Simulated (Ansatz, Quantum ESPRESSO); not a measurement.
# Lattice dynamics of AlN (F-43m) in two programs, part 3 of 4

Aim: the phonon dispersion of AlN (F-43m), checked by a second program.

Quantum ESPRESSO 7.5; DFT PBE, scalar-relativistic, plane waves, GBRV ultrasoft pseudopotentials.

So far, highest frequency (cm⁻¹): step 7 (interpolated phonon bands) 869. The relaxed cell has a = 4.406 Å (conventional setting).

### Step 9. Modes with the sum rule

A rigid shift of the crystal must cost nothing, but grids and finite bases break this; the acoustic sum rule is imposed before the matrix is diagonalised again. With Born charges the intensities follow, and the static dielectric tensor.

File dynmat.in:

```
&input
   fildyn = 'x.dyn1'
   asr = 'simple'
   fileig = 'dynmat.eig'
   lperm = .true.
/
```

Run with:

```
$ dynmat.x -in dynmat.in > dynmat.out
```

Numbers of over 12 decimals in the logs are rounded to 6 here.

Log:

```text
[banner, memory and clock lines left out]
Program DYNMAT v.7.5

     Reading Dynamical Matrix from file x.dyn1
     ...Force constants read
     ...epsilon and Z* read
     A direction for q was not specified:TO-LO splitting will be absent

     Polarizability (A^3 units)
     multiply by 0.451255 for Clausius-Mossotti correction
         6.206600   -0.000000   -0.000000
        -0.000000    6.206600    0.000000
        -0.000000   -0.000000    6.206600

     IR activities are in (D/A)^2/amu units

# mode   [cm-1]    [THz]      IR
    1     -0.00   -0.0000    0.0000
    2      0.00    0.0000    0.0000
    3      0.00    0.0000    0.0000
    4    636.30   19.0758   16.3465
    5    636.30   19.0758   16.3465
    6    636.30   19.0758   16.3465

Electronic dielectric permittivity tensor (relative, adimensional)
         4.648126   -0.000000   -0.000000
        -0.000000    4.648126    0.000000
        -0.000000   -0.000000    4.648126

 ... with zone-center polar mode contributions
         8.675830   -0.000000    0.000000
        -0.000000    8.675830    0.000000
         0.000000    0.000000    8.675830
```

Wall time 0.6 s (1 thread of Intel Xeon Platinum 8488C (Sapphire Rapids), shared host).

Numbers from this step:

| Quantity | Value |
| --- | --- |
| mean static dielectric constant | 8.676 |

Unit eigenvectors of the mass-weighted matrix after the sum rule; no LO-TO term. Modes at Γ, with each element's share of the kinetic energy:

| mode | frequency (cm⁻¹) | symmetry | Al % | N % |
| --- | --- | --- | --- | --- |
| 1 | 0.0 | acoustic | 66 | 34 |
| 2 | 0.0 | acoustic | 66 | 34 |
| 3 | 0.0 | acoustic | 66 | 34 |
| 4 | 636.3 | T2 | 34 | 66 |
| 5 | 636.3 | T2 | 34 | 66 |
| 6 | 636.3 | T2 | 34 | 66 |

Displacements in mode 5 (636.3 cm⁻¹), the largest set to 1:
```
Al1  0.00  0.00 -0.52
N2   0.00  0.00  1.00
```

Degenerate modes summed, no LO-TO term. Lines of the infrared spectrum (strongest = 100):

| position (cm⁻¹) | lines merged | label | IR intensity, relative |
| --- | --- | --- | --- |
| 636 | 3 | T2 | 100 |

Static dielectric tensor (ions relaxed, fixed cell):

```
8.68 0.00 0.00
0.00 8.68 0.00
0.00 0.00 8.68
```

The rule moves no optical mode by more than 0.1 cm⁻¹.

### Step 10. Sum rules set otherwise: a sum rule for molecules or wires on a crystal

This rule also removes rotations, which suits wires and not a crystal; it is tried to see the harm.

File dynmat.in:

```
&input
   fildyn = 'x.dyn1'
   asr = 'one-dim'
   fileig = 'dynmat.eig'
   lperm = .true.
/
```

Run with:

```
$ dynmat.x -in dynmat.in > dynmat.out
```

Log:

```text
[banner, memory and clock lines left out]
Program DYNMAT v.7.5

     Reading Dynamical Matrix from file x.dyn1
     ...Force constants read
     ...epsilon and Z* read
asr rotation axis in 1D system=    3
     Acoustic Sum Rule: || Z*(ASR) - Z*(orig)|| =    3.614662E+00
     Acoustic Sum Rule: ||dyn(ASR) - dyn(orig)||=    5.650452E-01
     A direction for q was not specified:TO-LO splitting will be absent

     Polarizability (A^3 units)
     multiply by 0.451255 for Clausius-Mossotti correction
         6.206600   -0.000000   -0.000000
        -0.000000    6.206600    0.000000
        -0.000000   -0.000000    6.206600

     IR activities are in (D/A)^2/amu units

# mode   [cm-1]    [THz]      IR
    1     -0.00   -0.0000    0.0000
    2     -0.00   -0.0000    0.0000
    3      0.00    0.0000    0.0000
    4      0.00    0.0000    0.0000
    5    636.27   19.0749   16.3465
    6    636.27   19.0749   16.3465

Electronic dielectric permittivity tensor (relative, adimensional)
         4.648126   -0.000000   -0.000000
        -0.000000    4.648126    0.000000
        -0.000000   -0.000000    4.648126

 ... with zone-center polar mode contributions
         6.662176   -2.014051   -0.000000
        -2.014051    6.662176    0.000000
        -0.000000    0.000000    8.676227
```

The job ended after 0.61 s (1 thread).

The program raised no error, yet the settings are not those of a careful run.

The fault: a sum rule for molecules or wires on a crystal; 1 optical mode is projected out to zero frequency, as if it were a rotation, and the static dielectric tensor is spoilt.

For a crystal the rule has to be 'simple' or 'crystal'.

Zone-centre frequencies as printed; negative means imaginary. Modes:

| mode | frequency (cm⁻¹) |
| --- | --- |
| 1 | 0 |
| 2 | 0 |
| 3 | 0 |
| 4 | 0 |
| 5 | 636.3 |
| 6 | 636.3 |

### Step 11. Modes along a direction of q (1 0 0)

A longitudinal polar mode sets up a macroscopic field that stiffens it; the term hangs on the direction from which q goes to zero.

File dynmat.in:

```
&input
   fildyn = 'x.dyn1'
   asr = 'simple'
   fileig = 'dynmat.eig'
   q(1) = 1.0
   q(2) = 0.0
   q(3) = 0.0
/
```

Run with:

```
$ dynmat.x -in dynmat.in > dynmat.out
```

Log:

```text
[banner, memory and clock lines left out]
Program DYNMAT v.7.5

     Reading Dynamical Matrix from file x.dyn1
     ...Force constants read
     ...epsilon and Z* read

     Polarizability (A^3 units)
     multiply by 0.451255 for Clausius-Mossotti correction
         6.206600   -0.000000   -0.000000
        -0.000000    6.206600    0.000000
        -0.000000   -0.000000    6.206600

     IR activities are in (D/A)^2/amu units

# mode   [cm-1]    [THz]      IR
    1     -0.00   -0.0000    0.0000
    2      0.00    0.0000    0.0000
    3      0.00    0.0000    0.0000
    4    636.30   19.0758   16.3465
    5    636.30   19.0758   16.3465
    6    869.32   26.0615   16.3465
```

Run time: 0.6 s. Hardware: 1 thread.

Numbers from this step:

* highest mode moved by the LO-TO term: 869.3 cm⁻¹

Zone-centre frequencies as printed; negative means imaginary. Modes:

| mode | frequency (cm⁻¹) |
| --- | --- |
| 1 | 0 |
| 2 | 0 |
| 3 | 0 |
| 4 | 636.3 |
| 5 | 636.3 |
| 6 | 869.3 |

The field moves one mode, from 636 to 869 cm⁻¹; the others stay.

### Step 12. The dispersion under another sum rule (asr no)

The sum rule corrects the force constants themselves, so it can shift branches at any wavevector, low ones most.

File matdyn.in:

```
&input
   asr = 'no'
   flfrc = 'x.fc'
   flfrq = 'x.freq'
   flvec = 'x.modes'
   q_in_band_form = .true.
   q_in_cryst_coord = .true.
/
8
  0.0000000   0.0000000   0.0000000   8  ! GAMMA
 -0.0000000   0.5000000   0.5000000   8  ! X
 -0.0000000   0.6250000   0.3750000   1  ! U
 -0.3750000   0.3750000   0.0000000   8  ! K
  0.0000000   0.0000000   0.0000000   8  ! GAMMA
 -0.0000000   0.5000000   0.0000000   8  ! L
 -0.2500000   0.5000000   0.2500000   8  ! W
 -0.0000000   0.5000000   0.5000000   1  ! X
```

Run with:

```
$ matdyn.x -in matdyn.in > matdyn.out
```

Log:

```text
[banner, memory and clock lines left out]
Program MATDYN v.7.5

 mass for atomic type   1 not given; uses mass from file x.fc
 mass for atomic type   2 not given; uses mass from file x.fc
```

It took 0.61 s on 1 thread.

This step gave:

```
lowest frequency on the path : -5.990 cm⁻¹
```

Matdyn.x, sum rule no. Phonon branches along the path, in cm⁻¹:

| point | branch 1 | branch 2 | branch 3 | branch 4 | branch 5 | branch 6 |
| --- | --- | --- | --- | --- | --- | --- |
| Γ | -6 | -6 | -6 | 636 | 636 | 869 |
| halfway | 242 | 242 | 343 | 641 | 641 | 816 |
| X | 331 | 331 | 574 | 641 | 641 | 696 |
| halfway | 326 | 359 | 557 | 638 | 644 | 698 |
| U | 309 | 406 | 518 | 633 | 650 | 704 |
| jump to K | 309 | 406 | 518 | 633 | 650 | 704 |
| halfway | 183 | 281 | 375 | 629 | 652 | 789 |
| Γ | -6 | -6 | -6 | 636 | 636 | 869 |
| halfway | 162 | 162 | 358 | 632 | 632 | 814 |
| L | 225 | 225 | 564 | 627 | 627 | 710 |
| halfway | 284 | 344 | 518 | 631 | 656 | 706 |
| W | 362 | 408 | 496 | 639 | 646 | 699 |
| halfway | 346 | 362 | 542 | 639 | 644 | 698 |
| X | 331 | 331 | 574 | 641 | 641 | 696 |

The phonon branches as a text plot (rows in cm⁻¹):

```
    851 |*****                     *********
    815 |     **                 **         *
    778 |       **              *            **
    742 |         *         ****               **
    705 |          *********                     ****************
    669 |                  ******                     **
    632 |********************************************************
    596 |
    559 |          ******                       *****        ****
    523 |                **                          **     *
    486 |         *        ***                 *       *****
    450 |
    413 |       **       ***  **             **         ****
    377 |              **   **  *                      *  ****
    340 |     **   ******     **            *         * **  *****
    304 |         *      ***     **                  * *
    268 |    *  **          **  *          *        ***
    231 |     **              ** **             *****
    195 |  ***                  *  **    **  ***
    158 |                          **       *
    122 |  **                    **  *     *
     85 | *                        ***  ***
     49 | *                          *  *
     12 |*                            **
         Γ           X  U|K            Γ         L        W     X
```

At the labelled points the branches move by no more than 6.1 cm⁻¹.

### Step 13. A changed mass

Force constants don't depend on the masses, so an isotope effect costs no new response.

File matdyn.in:

```
&input
   asr = 'crystal'
   flfrc = 'x.fc'
   flfrq = 'x.freq'
   flvec = 'x.modes'
   q_in_band_form = .true.
   q_in_cryst_coord = .true.
   amass(1) = 26.982
   amass(2) = 28.014
/
8
  0.0000000   0.0000000   0.0000000   8  ! GAMMA
 -0.0000000   0.5000000   0.5000000   8  ! X
 -0.0000000   0.6250000   0.3750000   1  ! U
 -0.3750000   0.3750000   0.0000000   8  ! K
  0.0000000   0.0000000   0.0000000   8  ! GAMMA
 -0.0000000   0.5000000   0.0000000   8  ! L
 -0.2500000   0.5000000   0.2500000   8  ! W
 -0.0000000   0.5000000   0.5000000   1  ! X
```

Run with:

```
$ matdyn.x -in matdyn.in > matdyn.out
```

Log:

```text
[banner, memory and clock lines left out]
Program MATDYN v.7.5

 Norm of the difference between old and new effective charges:    6.382e-17

 Norm of the difference between old and new force-constants:   1.71145e-05
```

Wall time 0.62 s (1 thread).

Numbers from this step:

```yaml
lowest_frequency_on_the_path: 0 cm⁻¹
```

Matdyn.x, sum rule crystal. The phonon branches at the labelled points (cm⁻¹):

| point | branch 1 | branch 2 | branch 3 | branch 4 | branch 5 | branch 6 |
| --- | --- | --- | --- | --- | --- | --- |
| Γ | 0 | 0 | 0 | 521 | 521 | 712 |
| halfway | 213 | 213 | 295 | 515 | 515 | 671 |
| X | 297 | 297 | 492 | 505 | 505 | 574 |
| halfway | 292 | 326 | 478 | 504 | 514 | 561 |
| U | 275 | 377 | 459 | 504 | 506 | 548 |
| jump to K | 275 | 377 | 459 | 504 | 506 | 548 |
| halfway | 159 | 249 | 322 | 512 | 526 | 643 |
| Γ | 0 | 0 | 0 | 521 | 521 | 712 |
| halfway | 141 | 141 | 309 | 515 | 515 | 667 |
| L | 196 | 196 | 501 | 509 | 509 | 565 |
| halfway | 251 | 307 | 471 | 507 | 524 | 542 |
| W | 339 | 360 | 452 | 496 | 518 | 529 |
| halfway | 316 | 325 | 470 | 502 | 521 | 548 |
| X | 297 | 297 | 492 | 505 | 505 | 574 |

The phonon branches as a text plot (rows in cm⁻¹):

```
    697 |*****                     *********
    668 |     **                 **         *
    638 |       **              *            **
    608 |         *           **               *
    578 |          ****     **                  **             **
    549 |              *****                      *******    **
    519 |********************************************************
    490 |            *********                  ******  *********
    460 |          **   ***                           ********
    430 |         *        *                   *
    400 |                   **
    371 |       **       ***  **             **         ****
    341 |               *   **                         *  ***
    312 |            ***      ***           *         * **   ****
    282 |     **  *** *****                          * *
    252 |       **         *    ***        *          *
    222 |    ***            **                      **
    193 |                     ** ****          *****
    163 |  ***                  *        **  **
    134 |                          **       *
    104 |  **                    **  *     *
     74 | *                        ***  ***
     44 | *                          *  *
     15 |*                            **
         Γ           X  U|K            Γ         L        W     X
```

The top of the path falls from 869 to 712 cm⁻¹, a ratio of 0.82; a mode of that atom alone would give 0.71.

[end of part 3 of 4]

[Host names and launcher messages were left out of these logs when they were recorded.]

[Logs are printed without paths, hosts, clocks, repeated set-up lines and the standing remarks that a program may print on its own settings, such as how far it seeks lower states.]

[Hosts, paths, dates, database ids (printed as entryN), source tags and the programs' standing remarks are cut or masked in the printed files.]
